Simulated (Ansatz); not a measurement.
## linear Se chain: one chain at several levels of theory

How many channels does the linear Se chain carry, and how sure is the answer?

Calculated with Ansatz 0.2.0; DFT PBE, plane waves, PAW; relaxation of a chain's period, in the first sound run; inputs show where later runs differ.

### 1. The starting structure

The cell holds 1 atom: 1 Se. Cell: a = 7.500 Å, b = 7.500 Å, c = 2.232 Å, α = 90.0°, β = 90.0°, γ = 90.0°. Vacuum lies along a and b. The structure's axis is c.

### 2. Relaxation of atoms and period, level PBE, cutoff 420 eV

Band widths follow the bond lengths, so the chain is relaxed first. The atoms and the third cell vector are free; the box across stays fixed as vacuum. Moments are seeded so that a magnetic state can form if it lies lower. A Fermi-Dirac smearing is set since the result may be a metal. The pressure printed is a third of the stress's trace over the whole box, vacuum included; only the stress along the axis is relaxed.

File input.yaml:

```yaml
crystal:
  lattice:
    - [7.5, 0.0, 0.0]
    - [0.0, 7.5, 0.0]
    - [0.0, 0.0, 2.232]
  atoms:
    - { symbol: Se, position: [0.5, 0.5, 0.0], spin: 0.3 }
magnetization:
  spin_polarized: true
kpoints:
  mp_grid: { grid: [1, 1, 36] }
scf:
  occupations: { method: fermi_dirac, width: 0.05 }
hamiltonian:
  xc: pbe
relax:
  cell: { fix: [a, b, alpha, beta, gamma] }
  max_steps: 60
```

Launch:

```console
$ ansatz run input.yaml --threads 4 --pin off --max-ram 8192MiB --backend cpu --events-out ev --progress --plain --runs-dir out
```

Numbers of over 12 decimals in the logs are rounded to 6 here.

The log of the run:

```text
Engine: ansatz 0.2.0, x86_64-unknown-linux-gnu
Pseudopotentials: kind: paw
Pseudopotential: Se, paw, valence charge 16, recommended cutoff 420 eV (normal), Se.paw.azcp
Functional definition: PBE
  parameter kappa = 0.804
  parameter beta = 0.066725
  exchange = pbe_x(kappa = kappa, mu = beta*pi^2/3)
  correlation = pbe_c(beta = beta)
Crystal: 1 atoms, lattice volume = 125.550 Å³
Basis set: ecut = 420 eV, 2463 PW (Γ), exchange–correlation on 108×108×30 points (8 copies of the dense FFT grid, shifted against one another)
Bands: 13, of which v1, the nominal top of the filled ones, is band 8 counted from 1 (7 counted from 0)
Symmetry: 16 space group operations
Space group: P4/mmm (ITA 123), of the structure as read, at distance tolerance 5.0e-5 Å
Magnetic group: BNS 123.339 (UNI 999), of the structure as read, at distance tolerance 5.0e-5 Å
k-points: 19 of 36
Non-local potential: Se, projectors of the file, l = 0: 2, l = 1: 2, l = 2: 3, l = 3: 1
PAW form: soft (Blöchl's): semilocal exchange-correlation on the pseudo side does not see the compensation charge
PAW one-centre angular grid: Se, 590 points (default); XC on 64 Gauss nodes
Initial density: superposition of atomic densities (neutral atoms: chi_scale 0, normalization atom)
Starting moments: Σ|m| = 0.3 μB on 1 of 1 site
Initial wavefunctions: pseudopotential atomic-orbital guess
Functional: x = pbe(κ = 0.804, μ = 0.219515), c = pbe(β = 0.066725)
iter 1 solved again at ethr=1.42e-4 eV; its pass at ethr=3.10e-3 eV (dr2=2.27e-2 eV) is discarded
SCF iter   1: F=—  HF=-5468.341502 eV  |F-HF|=—  |Δ(HF+E_count)|=         —  Δρ=1.10e-2 (↑1.10e-2 ↓1.05e-2)  dr2=2.30e-2  dr2_m=1.29e-1  M=0.040 μB ∫|m|=0.041 μB  β_m=0.30  ethr=1.42e-4  ⟨swp⟩=1.1  Hψ=3789  notcnv=0
preconditioner: auto → Resta (q_TF=auto, 1.935 Å⁻¹)  ε∞=1.4  [insulator: Δε(μ)=0.285 eV  Ē_g=11.401 eV  σ=0.050 eV  W_gap=0.57  n_scr=20 (ndim 8)  ℏωp=7.5 eV  f_vac=0.711  D(μ)=0.71/eV (n_scr^D=4)  ε∞_Penn≈1.4  vacuum switching on, ρ_ref=9.4e-3 e/Å³]
spin=Collinear: Resta preconditioning applied to the charge; magnetization (m = ρ↑ − ρ↓) channel mixes plain (no charge-response kernel on spin).
SCF iter   2: F=—  HF=-5468.345671 eV  |F-HF|=—  |Δ(HF+E_count)|=   4.17e-3  Δρ=7.74e-3 (↑7.74e-3 ↓7.34e-3)  dr2=9.84e-3  dr2_m=6.34e-2  M=0.034 μB ∫|m|=0.035 μB  β_m=0.30  ethr=1.42e-4  ⟨swp⟩=2.3  Hψ=689  notcnv=0
SCF iter   3: F=—  HF=-5468.348801 eV  |F-HF|=—  |Δ(HF+E_count)|=   3.13e-3  Δρ=5.29e-3 (↑5.29e-3 ↓5.15e-3)  dr2=3.79e-4  dr2_m=3.12e-2  M=0.029 μB ∫|m|=0.030 μB  β_m=0.30  ethr=6.15e-5  ⟨swp⟩=2.1  Hψ=823  notcnv=0
SCF iter   4: F=—  HF=-5468.350590 eV  |F-HF|=—  |Δ(HF+E_count)|=   1.79e-3  Δρ=3.69e-3 (↑3.63e-3 ↓3.69e-3)  dr2=1.63e-5  dr2_m=1.54e-2  M=0.024 μB ∫|m|=0.025 μB  β_m=0.30  ethr=2.37e-6  ⟨swp⟩=2.0  Hψ=903  notcnv=0
SCF iter   5: F=—  HF=-5468.351556 eV  |F-HF|=—  |Δ(HF+E_count)|=   9.66e-4  Δρ=2.60e-3 (↑2.56e-3 ↓2.60e-3)  dr2=3.38e-6  dr2_m=7.64e-3  M=0.020 μB ∫|m|=0.021 μB  β_m=0.30  ethr=1.02e-7  ⟨swp⟩=2.0  Hψ=797  notcnv=0
SCF iter   6: F=—  HF=-5468.352068 eV  |F-HF|=—  |Δ(HF+E_count)|=   5.12e-4  Δρ=1.81e-3 (↑1.81e-3 ↓1.81e-3)  dr2=1.01e-7  dr2_m=3.78e-3  M=0.017 μB ∫|m|=0.018 μB  β_m=0.30  ethr=2.11e-8  ⟨swp⟩=2.0  Hψ=802  notcnv=0
SCF iter   7: F=—  HF=-5468.352343 eV  |F-HF|=—  |Δ(HF+E_count)|=   2.75e-4  Δρ=1.28e-3 (↑1.28e-3 ↓1.28e-3)  dr2=2.67e-8  dr2_m=1.88e-3  M=0.014 μB ∫|m|=0.015 μB  β_m=0.30  ethr=6.32e-10  ⟨swp⟩=2.8  Hψ=1058  notcnv=0
Mixer restart at iter 7: flushing history
spin-set hold released at iteration 7 (site moments contracting): the magnetisation degrees of freedom join the quasi-Newton model from the next iteration; the mixer history was flushed
SCF iter   8: F=—  HF=-5468.352493 eV  |F-HF|=—  |Δ(HF+E_count)|=   1.50e-4  Δρ=9.03e-4 (↑9.03e-4 ↓9.03e-4)  dr2=1.48e-8  dr2_m=9.39e-4  M=0.012 μB ∫|m|=0.013 μB  β_m=0.65  ethr=1.67e-10  ⟨swp⟩=3.0  Hψ=916  notcnv=0
SCF iter   9: F=—  HF=-5468.352688 eV  |F-HF|=—  |Δ(HF+E_count)|=   1.96e-4  Δρ=7.21e-5 (↑7.21e-5 ↓7.18e-5)  dr2=1.33e-9  dr2_m=5.97e-6  M=0.004 μB ∫|m|=0.004 μB  β_m=0.82  ethr=9.25e-11  ⟨swp⟩=4.1  Hψ=1151  notcnv=0
SCF iter  10: F=—  HF=-5468.352700 eV  |F-HF|=—  |Δ(HF+E_count)|=   1.19e-5  Δρ=3.83e-5 (↑3.82e-5 ↓3.83e-5)  dr2=3.52e-10  dr2_m=1.68e-6  M=0.002 μB ∫|m|=0.003 μB  β_m=0.91  ethr=8.34e-12  ⟨swp⟩=4.9  Hψ=1499  notcnv=0
SCF iter  11: F=—  HF=-5468.352704 eV  |F-HF|=—  |Δ(HF+E_count)|=   4.04e-6  Δρ=3.95e-6 (↑3.95e-6 ↓3.69e-6)  dr2=2.21e-9  dr2_m=1.65e-8  M=0.000 μB ∫|m|=0.000 μB  β_m=0.95  ethr=2.20e-12  ⟨swp⟩=4.9  Hψ=1525  notcnv=0
SCF iter  12: F=—  HF=-5468.352704 eV  |F-HF|=—  |Δ(HF+E_count)|=   4.56e-8  Δρ=7.86e-7 (↑6.06e-7 ↓7.86e-7)  dr2=1.52e-9  dr2_m=3.17e-10  M=0.000 μB ∫|m|=0.000 μB  β_m=0.77  ethr=2.20e-12  ⟨swp⟩=3.9  Hψ=1353  notcnv=0
SCF iter  13: F=-5468.352704 eV  HF=-5468.352704 eV  |F-HF|=1.73e-11  |Δ(HF+E_count)|=   2.88e-9  Δρ=8.59e-8 (↑8.59e-8 ↓8.38e-8)  dr2=1.05e-13  dr2_m=8.20e-12  M=0.000 μB ∫|m|=0.000 μB  ethr=2.20e-12  ⟨swp⟩=3.0  Hψ=1213  notcnv=0
WARN: the starting moments were not kept: the SCF closed with an absolute magnetisation of 1.8e-6 μB, where they sum to 0.3 μB in size (1 site). That is at most 0.1 of that sum. Measured as dr2_m measures the in/out step, that magnetisation stands 5.4e-13 eV from none, at or under the dr2_threshold of 1.0e-7 eV: it is no larger than a step whose dr2_m would equal this threshold. The system may hold no moment; this SC [...]
SCF 1 converged in 13 iterations: F = -5468.352704 eV  dr2 = 1.05e-13
  greatest PAW one-centre occupation: 1.000 electrons in one spin orbital (limit 2), on the Se atom at site 0 (counted from 0), in its partial waves of l = 2
relax step   1: F+E_penalty+E_count = -5468.35270443 eV  Δ(F+E_penalty+E_count) = +0.000e0 eV  max|allowed force component| = 0.000e0 eV/Å  Δτ_max = 0.0000 Å  P = +2.345 GPa  Ω = 125.550 Å³  fix = [a, b, alpha, beta, gamma]  reactions: a +0.080, b +0.080 GPa  (13 SCF iters, dr2 threshold 1.00e-7 eV, accepted)
Crystal: 1 atoms, lattice volume = 131.671 Å³
Basis set: ecut = 420 eV, 2551 PW (Γ), exchange–correlation on 108×108×30 points (8 copies of the dense FFT grid, shifted against one another)
Initial density: handed on by an earlier stage of this run
Starting moments: Σ|m| = 0.3 μB on 1 of 1 site; this step starts from the density that it was given
Initial wavefunctions: those handed on with the density
iter 1 solved again at ethr=6.16e-5 eV; its pass at ethr=3.10e-3 eV (dr2=9.85e-3 eV) is discarded
[...]
relax step   4: F+E_penalty+E_count = -5468.50462873 eV  Δ(F+E_penalty+E_count) = -4.583e-4 eV  max|allowed force component| = 0.000e0 eV/Å  Δτ_max = 0.0000 Å  P = +0.060 GPa  Ω = 133.420 Å³  energy of the carried Pulay correction = -1.373e-4 eV  fix = [a, b, alpha, beta, gamma]  reactions: a +0.084, b +0.084 GPa  (7 SCF iters, dr2 threshold 1.00e-7 eV, accepted)
Basis set: ecut = 420 eV, 2599 PW (Γ), exchange–correlation on 108×108×32 points (8 copies of the dense FFT grid, shifted against one another)
Initial wavefunctions: pseudopotential atomic-orbital guess (no wavefunctions were taken with the density)
iter 1 solved again at ethr=1.25e-7 eV; its pass at ethr=3.10e-3 eV (dr2=2.01e-5 eV) is discarded
SCF iter   1: F=—  HF=-5468.496063 eV  |F-HF|=—  |Δ(HF+E_count)|=         —  Δρ=2.17e-4 (↑2.17e-4 ↓2.17e-4)  dr2=5.47e-6  dr2_m=1.29e-12  M=-0.000 μB ∫|m|=0.000 μB  β_m=0.30  ethr=1.25e-7  ⟨swp⟩=3.1  Hψ=4238  notcnv=0
preconditioner: auto → Resta (q_TF=auto, 1.916 Å⁻¹)  ε∞=1.4  [insulator: Δε(μ)=0.352 eV  Ē_g=12.457 eV  σ=0.050 eV  W_gap=0.75  n_scr=20 (ndim 8)  ℏωp=7.9 eV  f_vac=0.719  D(μ)=0.87/eV (n_scr^D=4)  ε∞_Penn≈1.4  vacuum switching on, ρ_ref=1.1e-2 e/Å³]
spin=Collinear: Resta preconditioning applied to the charge; magnetization (m = ρ↑ − ρ↓) channel mixes plain (no charge-response kernel on spin).
SCF iter   2: F=—  HF=-5468.499957 eV  |F-HF|=—  |Δ(HF+E_count)|=   3.89e-3  Δρ=1.52e-4 (↑1.52e-4 ↓1.52e-4)  dr2=2.68e-6  dr2_m=9.62e-13  M=-0.000 μB ∫|m|=0.000 μB  β_m=0.62  ethr=3.42e-8  ⟨swp⟩=2.0  Hψ=794  notcnv=0
SCF iter   3: F=—  HF=-5468.504899 eV  |F-HF|=—  |Δ(HF+E_count)|=   4.94e-3  Δρ=1.11e-5 (↑1.11e-5 ↓1.11e-5)  dr2=2.52e-7  dr2_m=1.60e-13  M=-0.000 μB ∫|m|=0.000 μB  β_m=0.54  ethr=1.67e-8  ⟨swp⟩=2.0  Hψ=798  notcnv=0
SCF iter   4: F=—  HF=-5468.504932 eV  |F-HF|=—  |Δ(HF+E_count)|=   3.23e-5  Δρ=2.40e-6 (↑2.39e-6 ↓2.40e-6)  dr2=7.19e-8  dr2_m=1.00e-13  M=-0.000 μB ∫|m|=0.000 μB  β_m=0.70  ethr=1.58e-9  ⟨swp⟩=2.0  Hψ=610  notcnv=0
SCF iter   5: F=—  HF=-5468.504932 eV  |F-HF|=—  |Δ(HF+E_count)|=   2.68e-7  Δρ=8.56e-7 (↑8.48e-7 ↓8.56e-7)  dr2=9.97e-9  dr2_m=4.26e-14  M=-0.000 μB ∫|m|=0.000 μB  β_m=0.68  ethr=4.49e-10  ⟨swp⟩=1.8  Hψ=558  notcnv=0
SCF iter   6: F=—  HF=-5468.504932 eV  |F-HF|=—  |Δ(HF+E_count)|=   3.29e-8  Δρ=3.08e-7 (↑3.02e-7 ↓3.08e-7)  dr2=1.95e-9  dr2_m=1.85e-14  M=-0.000 μB ∫|m|=0.000 μB  β_m=0.84  ethr=6.23e-11  ⟨swp⟩=2.6  Hψ=769  notcnv=0
SCF iter   7: F=—  HF=-5468.504932 eV  |F-HF|=—  |Δ(HF+E_count)|=   2.38e-9  Δρ=4.68e-8 (↑4.50e-8 ↓4.68e-8)  dr2=5.35e-11  dr2_m=2.51e-15  M=-0.000 μB ∫|m|=0.000 μB  β_m=0.88  ethr=1.22e-11  ⟨swp⟩=1.9  Hψ=572  notcnv=0
SCF iter   8: F=—  HF=-5468.504712 eV  |F-HF|=—  |Δ(HF+E_count)|=   2.19e-4  Δρ=7.44e-7 (↑7.44e-7 ↓7.43e-7)  dr2=5.13e-9  dr2_m=4.29e-16  M=-0.000 μB ∫|m|=0.000 μB  β_m=0.88  ethr=1.00e-12  ⟨swp⟩=8.7  Hψ=2226  notcnv=0
SCF iter   9: F=—  HF=-5468.504712 eV  |F-HF|=—  |Δ(HF+E_count)|=  2.09e-11  Δρ=7.44e-7 (↑7.44e-7 ↓7.44e-7)  dr2=5.12e-9  dr2_m=4.96e-16  M=-0.000 μB ∫|m|=0.000 μB  β_m=0.57  ethr=1.00e-12  ⟨swp⟩=2.0  Hψ=630  notcnv=0
SCF iter  10: F=—  HF=-5468.504712 eV  |F-HF|=—  |Δ(HF+E_count)|=  3.17e-10  Δρ=7.19e-7 (↑7.19e-7 ↓7.18e-7)  dr2=4.89e-9  dr2_m=1.27e-16  M=-0.000 μB ∫|m|=0.000 μB  β_m=0.34  ethr=1.00e-12  ⟨swp⟩=1.0  Hψ=494  notcnv=0
SCF iter  11: F=—  HF=-5468.504712 eV  |F-HF|=—  |Δ(HF+E_count)|=  1.29e-10  Δρ=6.57e-7 (↑6.57e-7 ↓6.56e-7)  dr2=4.07e-9  dr2_m=8.33e-17  M=-0.000 μB ∫|m|=0.000 μB  β_m=0.21  ethr=1.00e-12  ⟨swp⟩=1.8  Hψ=558  notcnv=0
SCF iter  12: F=—  HF=-5468.504712 eV  |F-HF|=—  |Δ(HF+E_count)|=  2.44e-10  Δρ=4.67e-7 (↑4.67e-7 ↓4.67e-7)  dr2=2.00e-9  dr2_m=3.59e-17  M=-0.000 μB ∫|m|=0.000 μB  β_m=0.25  ethr=1.00e-12  ⟨swp⟩=2.0  Hψ=610  notcnv=0
SCF iter  13: F=—  HF=-5468.504712 eV  |F-HF|=—  |Δ(HF+E_count)|=   1.00e-9  Δρ=4.49e-7 (↑4.49e-7 ↓4.49e-7)  dr2=1.85e-9  dr2_m=1.56e-16  M=-0.000 μB ∫|m|=0.000 μB  β_m=0.25  ethr=1.00e-12  ⟨swp⟩=1.0  Hψ=494  notcnv=0
SCF iter  14: F=—  HF=-5468.504712 eV  |F-HF|=—  |Δ(HF+E_count)|=  9.80e-10  Δρ=3.75e-7 (↑3.75e-7 ↓3.74e-7)  dr2=1.26e-9  dr2_m=1.31e-16  M=-0.000 μB ∫|m|=0.000 μB  β_m=0.27  ethr=1.00e-12  ⟨swp⟩=1.9  Hψ=562  notcnv=0
SCF iter  15: F=-5468.504712 eV  HF=-5468.504712 eV  |F-HF|=5.61e-9  |Δ(HF+E_count)|=   2.78e-9  Δρ=5.69e-8 (↑5.69e-8 ↓5.67e-8)  dr2=5.45e-12  dr2_m=1.43e-16  M=-0.000 μB ∫|m|=0.000 μB  ethr=1.00e-12  ⟨swp⟩=4.0  Hψ=2062  notcnv=0
the starting moments were not kept: the SCF closed with an absolute magnetisation of 1.7e-8 μB, where they sum to 0.3 μB in size (1 site). That is at most 0.1 of that sum. Measured as dr2_m measures the in/out step, that magnetisation stands 6.8e-17 eV from none, at or under the dr2_threshold of 1.0e-11 eV: it is no larger than a step whose dr2_m would equal this threshold.
SCF 5 converged in 15 iterations: F = -5468.504712 eV  dr2 = 5.45e-12
relax step   5: F+E_penalty+E_count = -5468.50471249 eV  Δ(F+E_penalty+E_count) = -8.376e-5 eV  max|allowed force component| = 0.000e0 eV/Å  Δτ_max = 0.0000 Å  P = +0.059 GPa  Ω = 133.420 Å³  fix = [a, b, alpha, beta, gamma]  reactions: a +0.083, b +0.083 GPa  stress off target by 9.64e-3 GPa on what of the cell is left free  SCF on the basis re-selected at this cell (its energy is not comparable with the rows above)  (15 SCF iters)
basis re-selected at this cell: Δ(F+E_penalty+E_count) = -8.376e-5 eV, ΔP = -0.001 GPa vs the last step (what re-selecting the basis moved, of the pressure what is left beyond the Pulay correction that the steps carried, after the strain that the cell walked since its last selection, with what the two solves' SCF thresholds leave and, on support functions, any second-order correction that the steps lacked; it is no measure of the basis error at this ecutwfc). The dense FFT grid was sized anew with the basis: this SCF ran on 54×54×16 points, the steps before it on 54×54×15, so part of this shift can come from that change (see relax.cell in the input reference). [rest of the remark cut]
SCF converged after 15 iterations
Magnetization: -0.0000 μB (8.0000 up, 8.0000 down)
Absolute magnetization: 0.0000 μB (∫|ρ↑−ρ↓|, with the PAW one-centre terms)
Spin contamination: 0.0000 ħ² per cell (⟨S²⟩ above its minimum at these occupations)
Per-site moments (μB) at R_I (Å): [(-8.42427365353566e-9, 0.978410)]
Free energy (F): -5468.504712 eV
Harris-Foulkes:  -5468.504712 eV  (|F-HF|=5.61e-9)
Internal energy: -5468.497874 eV  (E = F + TS)
E sigma→0 (E₀):  -5468.501293 eV
Entropy (-TS):   -0.006838 eV (-6.838 meV/atom)
Fermi energy:    -2.923071 eV
--- Per-component energies (eV) ---
  E_band       = -562.214384
  E_kinetic    = 116.418494
  E_local      = -4890.307607  (includes V_loc(G=0)·N_el)
  E_nonlocal   = -594.395766
  E_hartree    = 2342.437378
  E_xc         = -102.773051
  E_vxc        = -96.163438  (∫ρ·V_xc dr)
  E_paw        = -1912.088954  (= ΣΔE_a)
  E_vpaw       = 217.359902  (= ΣTr[D̂ρ^β])
  E_aug_tail   = -0.000605  (compensation charges beyond the density's cutoff)
  E_ewald      = -427.787763
  E_smearing   = -0.006838  (= −TS)
  E_closure    = -0.000000  (closes the sum)
  Σ components = -5468.504712   (vs F -5468.504712, Δ=0.00e0)
--- Forces (eV/Å), atoms counted from 1 ---
  atom   1  Se    -0.00000000    -0.00000000    -0.00000000
  max |Σ_I F_I| component: 2.52e-29 eV/Å
--- Stress (GPa, compression-positive) ---
        0.083127      -0.000000       0.000000
       -0.000000       0.083127       0.000000
        0.000000       0.000000       0.009639
  P = ⅓ Tr σ = 0.0586 GPa (0.586 kbar)
--- Relaxed structure (4 steps of the walk, 4 accepted, 1 SCFs on fresh bases) ---
  F+E_penalty+E_count = -5468.50471249 eV   max|allowed force component| = 0.000e0 eV/Å   (the final SCF, on the basis selected at the relaxed cell)
  cell:  # Å, volume = 133.4195 Å³
    - [7.5, 0.0, 0.0]
    - [0.0, 7.5, 0.0]
    - [0.0, 0.0, 2.371903]
  atoms:
    - { symbol: Se, position: [0.5, 0.5, 0.0] }
```

Wall time 14 s (4 threads of AMD EPYC 9R14 (Zen 4), shared host); peak memory 0.45 GiB.

The steps of the relaxation:

```
step  energy less that of the first step (eV)  largest force component (eV/Å)  pressure (GPa)  volume (Å³)
   1                                   0.0000                          0.0000            2.34       125.55
   2                                  -0.1456                          0.0000            0.45       131.67
   3                                  -0.1515                          0.0000            0.16       132.95
   4                                  -0.1519                          0.0000            0.06       133.42
  5*                                  -0.1520                          0.0000            0.06       133.42
```

Relaxation steps marked * repeat the geometry before them on a plane-wave basis chosen anew for their cell, so energy and pressure can jump there.

```
cell as run  before  after  change
      c (Å)   2.232  2.372  +6.3 %
```

Final coordinates:

```cif
data_structure
_symmetry_space_group_name_H-M 'P 1'
_symmetry_Int_Tables_number 1
_cell_length_a 7.5000
_cell_length_b 7.5000
_cell_length_c 2.3719
_cell_angle_alpha 90.000
_cell_angle_beta 90.000
_cell_angle_gamma 90.000
_cell_volume 133.42
loop_
_atom_site_label
_atom_site_type_symbol
_atom_site_fract_x
_atom_site_fract_y
_atom_site_fract_z
_atom_site_occupancy
Se1 Se 0.50000 0.50000 0.00000 1
```

Numbers from this step:

| Quantity | Value |
| --- | --- |
| energy at zero smearing | -5468.5013 eV |
| cell length along the wire | 2.372 Å |

The cell's length comes to 2.372 Å with no moment.

[end of part 1 of 4]

[Logs are printed without paths, hosts, clocks, repeated set-up lines and the standing remarks that a program may print on its own settings, such as how far it seeks lower states.]

[Hosts, paths, dates, database ids (printed as entryN), source tags and the programs' standing remarks are cut or masked in the printed files.]
